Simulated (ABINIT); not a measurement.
# SnGeSe3 (Pm-3m): zone-centre phonons, part 2 of 3

Aim: the zone-centre modes of SnGeSe3 (Pm-3m).

ABINIT 10.8.3; DFT LDA, scalar-relativistic, plane waves, HGH norm-conserving pseudopotentials.

So far. Step 4 (Relaxation): The volume changes by +1.0 % in this run and stands +2.9 % from the first cell. Step 5 (Ground state): The cell stands at -1.1 GPa: the relaxation ran with a smoothed and higher cutoff, and the difference is a stress of the finite basis. The relaxed cell has a = 4.915 Å (conventional setting).

The structure was built from a prototype and need not be the compound's stable phase.

## 6. Linear response at Γ

At q = 0 one unit cell holds all displacements. The response is solved for single atoms along the cell's directions, and symmetry skips those that follow from others. The crystal is treated as a metal, which screens a static field, so no field response is asked.

Input file dfpt_gamma.abi:

```

# common to the responses
getwfk_filepath "gso_WFK"
kptopt 2
nqpt 1
qpt 0.0 0.0 0.0
asr 0
chneut 0

# displacements
rfphon 1
rfatpol 1 5
rfdir 1 1 1
tolvrs 1.0d-10
prtwf 0

# basis, mesh and filling
ecut 20.0
ixc 7
ngkpt 6 6 6
nshiftk 1
shiftk 0.0 0.0 0.0
istwfk *1
occopt 3
tsmear 0.01
nband 20
nstep 100
diemac 1000000.0
prtebands 0
prtgsr 0

# cell and atoms
acell 3*1.0 Angstrom
rprim 
    4.915343447 0.0 0.0
    0.0 4.915343447 0.0
    0.0 0.0 4.915343447
ntypat 3
znucl 50 32 34
natom 5
typat 1 2 3 3 3
xred 
    0.0 0.0 0.0
    0.5 0.5 0.5
    0.5 0.5 0.0
    0.5 0.0 0.5
    0.0 0.5 0.5
pp_dirpath "./pseudo"
pseudos "Sn.hgh, Ge.hgh, Se.hgh"
```

The run is started by

```sh
OMP_NUM_THREADS=1 mpirun -n 4 abinit dfpt_gamma.abi > dfpt_gamma.log
```

Numbers of over 12 decimals in the logs are rounded to 6 here.

dfpt_gamma.abo, the main output file:

```text
[banners, grids, parts of the stress and lines that vanish by symmetry left out]
- input  file    -> dfpt_gamma.abi
- output file    -> dfpt_gamma.abo
- root for input  files -> dfpt_gammai
- root for output files -> dfpt_gammao

 Symmetries : space group Pm -3 m (#221); Bravais cP (primitive cubic)
================================================================================
 Values of the parameters that define the memory need of the present run (RF).
     intxc =       0      iscf =       7    lmnmax =       6     lnmax =       6
     mgfft =      40  mpssoang =       3    mqgrid =    3001     natom =       5
  nloc_mem =       1    nspden =       1   nspinor =       1    nsppol =       1
      nsym =      48    n1xccc =       0    ntypat =       3    occopt =       3
   xclevel =       1
-    mband =          20        mffmem =           1         mkmem =          28
-   mkqmem =          28        mk1mem =          28           mpw =        3450
      nfft =       64000          nkpt =         112
- my_mband =          20
================================================================================
================================================================================

--------------------------------------------------------------------------------
------------- Echo of variables that govern the present computation ------------
--------------------------------------------------------------------------------
-
- outvars: echo of selected default values
-   iomode0 =  0 , fftalg0 =312 , wfoptalg0 =  0
-
- outvars: echo of global parameters not present in the input file
-  max_nthreads =    1
-
 -outvars: echo values of preprocessed input variables
 [... echo left out ...]
================================================================================

 chkinp: Checking input parameters for consistency.

[...]
== DATASET  1 ==================================================================
-   mpi_nproc: 4, omp_nthreads: 1 (-1 if OMP is not activated)

--- !DatasetInfo
iteration_state: {dtset: 1, }
dimensions: {natom: 5, nkpt: 112, mband: 20, nsppol: 1, nspinor: 1, nspden: 1, mpw: 3450, }
cutoff_energies: {ecut:  20.0, pawecutdg:  -1.0, }
electrons: {nelect:   2.60000000E+01, charge:   0.00000000E+00, occopt:   3.00000000E+00, tsmear:   1.00000000E-02, }
meta: {optdriver: 1, rfphon: 1, }
...

 mkfilename: getwfk from: gso_WFK

 Exchange-correlation functional for the present dataset will be:
  LDA: Perdew-Wang 92 LSD fit to Ceperley-Alder data - ixc=7
 Citation for XC functional:
  J.P.Perdew and Y.Wang, PRB 45, 13244 (1992)

 Real(R)+Recip(G) space primitive vectors, cartesian coordinates (Bohr,Bohr^-1):
 R(1)=  9.2886529  0.0000000  0.0000000  G(1)=  0.1076582  0.0000000  0.0000000
 R(2)=  0.0000000  9.2886529  0.0000000  G(2)=  0.0000000  0.1076582  0.0000000
 R(3)=  0.0000000  0.0000000  9.2886529  G(3)=  0.0000000  0.0000000  0.1076582
 Unit cell volume ucvol=  8.0141637E+02 bohr^3
 Angles (23,13,12)=  9.00000000E+01  9.00000000E+01  9.00000000E+01 degrees
 setup1 : take into account q-point for computing boxcut.

 getcut: wavevector=  0.0000  0.0000  0.0000  ngfft=  40  40  40
         ecut(hartree)=     20.000   => boxcut(ratio)=   2.13908

--- Pseudopotential description ------------------------------------------------
- pspini: atom type   1  psp file is ./pseudo/Sn.hgh

- pspini: atom type   2  psp file is ./pseudo/Ge.hgh

- pspini: atom type   3  psp file is ./pseudo/Se.hgh

   1.61267328E+03                                ecore*ucvol(ha*bohr**3)
--------------------------------------------------------------------------------

 ==>  initialize data related to q vector <==

 The list of irreducible perturbations for this q vector is:
    1)    idir= 1    ipert=   1
    2)    idir= 1    ipert=   2
    3)    idir= 1    ipert=   3
    4)    idir= 3    ipert=   3

[...]
The perturbation idir=   2  ipert=   1 is
 symmetric of a previously calculated perturbation.
 So, its SCF calculation is not needed.

 The perturbation idir=   3  ipert=   1 is
 symmetric of a previously calculated perturbation.
 So, its SCF calculation is not needed.

 The perturbation idir=   2  ipert=   2 is
 symmetric of a previously calculated perturbation.
 So, its SCF calculation is not needed.

 The perturbation idir=   3  ipert=   2 is
 symmetric of a previously calculated perturbation.
 So, its SCF calculation is not needed.

[...]
The perturbation idir=   2  ipert=   5 is
 symmetric of a previously calculated perturbation.
 So, its SCF calculation is not needed.

 The perturbation idir=   3  ipert=   5 is
 symmetric of a previously calculated perturbation.
 So, its SCF calculation is not needed.

--------------------------------------------------------------------------------
 Perturbation wavevector (in red.coord.)   0.000000  0.000000  0.000000
 Perturbation : displacement of atom   1   along direction   1
 Found     8 symmetries that leave the perturbation invariant.

[...]
dfpt_looppert : total number of electrons, from k and k+q
  fully or partially occupied states are    2.600000E+01 and    2.600000E+01.
 Initialisation of the first-order wave-functions :
  ireadwf=   0

--- !BeginCycle
iteration_state: {dtset: 1, }
solver: {iscf: 7, nstep: 100, nline: 4, wfoptalg: 0, }
tolerances: {tolvrs: 1.00E-10, }
...

     iter   2DEtotal(Ha)        deltaE(Ha) residm    vres2
-ETOT  1   32.826714323881     -6.477E+01 1.063E+00 1.006E+05
 ETOT  2  -1.719424     -3.455E+01 3.314E-02 9.447E+02
 ETOT  3  -2.122241     -4.028E-01 2.057E-02 1.576E+02
 ETOT  4  -2.171558     -4.932E-02 5.922E-04 1.251E+00
 ETOT  5  -2.171929     -3.704E-04 2.582E-04 1.874E-03
[...]
At SCF step   10       vres2   =  1.55E-11 < tolvrs=  1.00E-10 =>converged.
[...]
Mean square residual over all n,k,spin=   72.117E-13; max=  32.185E-10

 Thirteen components of 2nd-order total energy (hartree) are
 1,2,3: 0th-order hamiltonian combined with 1st-order wavefunctions
     kin0=   8.47383376E+01 eigvalue=   7.27638145E-01  local=  -2.10689767E+01
 4,5,6: 1st-order hamiltonian combined with 1st and 0th-order wfs
 loc psp =  -9.07485908E+01  Hartree=   1.77868237E+01     xc=  -9.48398415E+00
 note that "loc psp" includes a xc core correction that could be resolved
 7,8,9: eventually, occupation + non-local contributions
    edocc=   8.34294915E+00     enl0=   1.87218654E+01   enl1=  -1.08780715E+02
 1-9 gives the relaxation energy (to be shifted if some occ is /=2.0)
   erelax=  -9.97646532E+01
 10,11,12 Non-relaxation  contributions : frozen-wavefunctions and Ewald
 fr.local=   6.27055736E+00 fr.nonlo=   5.16378822E+01  Ewald=   3.96842837E+01
 13,14 Frozen wf xc core corrections (1) and (2)
 frxc 1  =   0.00000000E+00  frxc 2 =   0.00000000E+00
 Resulting in :
 2DEtotal=   -0.2171929889E+01 Ha. Also 2DEtotal=   -0.591012231149E+02 eV
    (2DErelax=   -9.9764653160E+01 Ha. 2DEnonrelax=    9.7592723271E+01 Ha)
    (  non-var. 2DEtotal :   -2.1719298671E+00 Ha)

[...]
Perturbation wavevector (in red.coord.)   0.000000  0.000000  0.000000
 Perturbation : displacement of atom   2   along direction   1
 Found     8 symmetries that leave the perturbation invariant.

[...]
dfpt_looppert : total number of electrons, from k and k+q
  fully or partially occupied states are    2.600000E+01 and    2.600000E+01.
 Initialisation of the first-order wave-functions :
  ireadwf=   0

--- !BeginCycle
iteration_state: {dtset: 1, }
solver: {iscf: 7, nstep: 100, nline: 4, wfoptalg: 0, }
tolerances: {tolvrs: 1.00E-10, }
...

     iter   2DEtotal(Ha)        deltaE(Ha) residm    vres2
-ETOT  1   102.40500889632     -6.101E+01 4.864E-01 2.512E+05
[...]
At SCF step   11       vres2   =  2.75E-11 < tolvrs=  1.00E-10 =>converged.
[...]
Mean square residual over all n,k,spin=   41.576E-13; max=  15.644E-10

 Thirteen components of 2nd-order total energy (hartree) are
 1,2,3: 0th-order hamiltonian combined with 1st-order wavefunctions
     kin0=   1.54703515E+02 eigvalue=   3.81279826E+00  local=  -7.97080056E+01
 4,5,6: 1st-order hamiltonian combined with 1st and 0th-order wfs
 loc psp =  -6.18001694E+01  Hartree=   3.58184211E+01     xc=  -1.34352495E+01
 note that "loc psp" includes a xc core correction that could be resolved
 7,8,9: eventually, occupation + non-local contributions
    edocc=   1.17504757E+01     enl0=   4.82570471E+01   enl1=  -2.60597834E+02
 1-9 gives the relaxation energy (to be shifted if some occ is /=2.0)
   erelax=  -1.61199002E+02
 10,11,12 Non-relaxation  contributions : frozen-wavefunctions and Ewald
 fr.local=  -7.96623198E+00 fr.nonlo=   1.31701692E+02  Ewald=   3.96842837E+01
 13,14 Frozen wf xc core corrections (1) and (2)
 frxc 1  =   0.00000000E+00  frxc 2 =   0.00000000E+00
 Resulting in :
 2DEtotal=    0.2220741842E+01 Ha. Also 2DEtotal=    0.604294640077E+02 eV
    (2DErelax=   -1.6119900188E+02 Ha. 2DEnonrelax=    1.6341974372E+02 Ha)
    (  non-var. 2DEtotal :    2.2207418520E+00 Ha)

[...]
Perturbation wavevector (in red.coord.)   0.000000  0.000000  0.000000
 Perturbation : displacement of atom   3   along direction   1
 Found     4 symmetries that leave the perturbation invariant.

[...]
dfpt_looppert : total number of electrons, from k and k+q
  fully or partially occupied states are    2.600000E+01 and    2.600000E+01.
 Initialisation of the first-order wave-functions :
  ireadwf=   0

--- !BeginCycle
iteration_state: {dtset: 1, }
solver: {iscf: 7, nstep: 100, nline: 4, wfoptalg: 0, }
tolerances: {tolvrs: 1.00E-10, }
...

     iter   2DEtotal(Ha)        deltaE(Ha) residm    vres2
-ETOT  1   265.50042281739     -2.395E+02 9.827E-01 6.675E+05
[...]
At SCF step   11       vres2   =  1.06E-11 < tolvrs=  1.00E-10 =>converged.
[...]
Mean square residual over all n,k,spin=   33.022E-12; max=  17.493E-09

 Thirteen components of 2nd-order total energy (hartree) are
 1,2,3: 0th-order hamiltonian combined with 1st-order wavefunctions
     kin0=   5.02779646E+02 eigvalue=   1.76423960E+00  local=  -2.94999648E+02
 4,5,6: 1st-order hamiltonian combined with 1st and 0th-order wfs
 loc psp =  -2.43657118E+02  Hartree=   1.28783869E+02     xc=  -4.60101043E+01
 note that "loc psp" includes a xc core correction that could be resolved
 7,8,9: eventually, occupation + non-local contributions
    edocc=   1.80763507E+01     enl0=   1.95914055E+02   enl1=  -7.68959698E+02
 1-9 gives the relaxation energy (to be shifted if some occ is /=2.0)
   erelax=  -5.06308409E+02
 10,11,12 Non-relaxation  contributions : frozen-wavefunctions and Ewald
 fr.local=   1.08179046E+02 fr.nonlo=   3.87210119E+02  Ewald=   9.65306244E+00
 13,14 Frozen wf xc core corrections (1) and (2)
 frxc 1  =   0.00000000E+00  frxc 2 =   0.00000000E+00
 Resulting in :
 2DEtotal=   -0.1266181374E+01 Ha. Also 2DEtotal=   -0.344545504210E+02 eV
    (2DErelax=   -5.0630840856E+02 Ha. 2DEnonrelax=    5.0504222718E+02 Ha)
    (  non-var. 2DEtotal :   -1.2661811168E+00 Ha)

[...]
Perturbation wavevector (in red.coord.)   0.000000  0.000000  0.000000
 Perturbation : displacement of atom   3   along direction   3
 Found     8 symmetries that leave the perturbation invariant.

--------------------------------------------------------------------------------

--------------------------------------------------------------------------------

 dfpt_looppert : total number of electrons, from k and k+q
  fully or partially occupied states are    2.600000E+01 and    2.600000E+01.
 Initialisation of the first-order wave-functions :
  ireadwf=   0

--- !BeginCycle
iteration_state: {dtset: 1, }
solver: {iscf: 7, nstep: 100, nline: 4, wfoptalg: 0, }
tolerances: {tolvrs: 1.00E-10, }
...

     iter   2DEtotal(Ha)        deltaE(Ha) residm    vres2
-ETOT  1   360.41566015596     -1.524E+02 1.013E+00 8.435E+05
[...]
ETOT 11   7.368734     -6.139E-12 1.276E-08 1.516E-10
 ETOT 12   7.368734      8.924E-12 1.381E-09 1.137E-12

 At SCF step   12       vres2   =  1.14E-12 < tolvrs=  1.00E-10 =>converged.
[...]
Mean square residual over all n,k,spin=   37.060E-13; max=  13.810E-10

 Thirteen components of 2nd-order total energy (hartree) are
 1,2,3: 0th-order hamiltonian combined with 1st-order wavefunctions
     kin0=   4.81291544E+02 eigvalue=   6.96614854E+00  local=  -2.71574632E+02
 4,5,6: 1st-order hamiltonian combined with 1st and 0th-order wfs
 loc psp =  -2.52970920E+02  Hartree=   1.34181460E+02     xc=  -4.42048885E+01
 note that "loc psp" includes a xc core correction that could be resolved
 7,8,9: eventually, occupation + non-local contributions
    edocc=   2.95763307E+01     enl0=   1.69166101E+02   enl1=  -7.57833206E+02
 1-9 gives the relaxation energy (to be shifted if some occ is /=2.0)
   erelax=  -5.05402063E+02
 10,11,12 Non-relaxation  contributions : frozen-wavefunctions and Ewald
 fr.local=  -3.38842642E+00 fr.nonlo=   3.73120551E+02  Ewald=   1.43038672E+02
 13,14 Frozen wf xc core corrections (1) and (2)
 frxc 1  =   0.00000000E+00  frxc 2 =   0.00000000E+00
 Resulting in :
 2DEtotal=    0.7368733590E+01 Ha. Also 2DEtotal=    0.200513455856E+03 eV
    (2DErelax=   -5.0540206327E+02 Ha. 2DEnonrelax=    5.1277079685E+02 Ha)
    (  non-var. 2DEtotal :    7.3687336551E+00 Ha)

[...]
---- first-order wavefunction calculations are completed ----

 ==> Compute Derivative Database <==

 [... matrices left out ...]
  Phonon wavevector (reduced coordinates) :  0.00000  0.00000  0.00000
 Phonon energies in Hartree :
  -5.041882E-04 -5.041882E-04 -5.041882E-04 -3.282511E-04 -3.282511E-04
  -3.282511E-04 -2.180551E-04 -2.180551E-04 -2.180551E-04  1.420965E-05
   1.420965E-05  1.420965E-05  9.364180E-04  9.364180E-04  9.364180E-04
 Phonon frequencies in cm-1    :
- -1.106565E+02 -1.106565E+02 -1.106565E+02 -7.204279E+01 -7.204279E+01
- -7.204279E+01 -4.785757E+01 -4.785757E+01 -4.785757E+01  3.118658E+00
-  3.118658E+00  3.118658E+00  2.055200E+02  2.055200E+02  2.055200E+02

== END DATASET(S) ==============================================================
================================================================================

 -outvars: echo values of variables after computation
            acell      1.8897261259E+00  1.8897261259E+00  1.8897261259E+00 Bohr
           etotal      7.3687335898E+00
            fcart      0.0000000000E+00  0.0000000000E+00  0.0000000000E+00
           strten      0.0000000000E+00  0.0000000000E+00  0.0000000000E+00
================================================================================
```

Wall time 2.2 min (4 MPI ranks of Arm Neoverse V1, shared host).

Read from the output:

* largest acoustic frequency at the zone centre before the sum rule: 3.12 cm⁻¹
* highest optical zone-centre mode (no LO-TO term): 205.5 cm⁻¹
* lowest optical zone-centre mode: -110.7 cm⁻¹

The acoustic modes at Γ come out as far as 3.1 cm⁻¹ from zero, where they should vanish, a small numerical error. The lowest optical mode is imaginary, 111i cm⁻¹, an instability at this level and on this k mesh.

[end of part 2 of 3]

[Host names and launcher messages were left out of these logs when they were recorded.]

[Logs are printed without paths, hosts, clocks, repeated set-up lines and the standing remarks that a program may print on its own settings, such as how far it seeks lower states.]

[Hosts, paths, dates, database ids (printed as entryN), source tags and the programs' standing remarks are cut or masked in the printed files.]
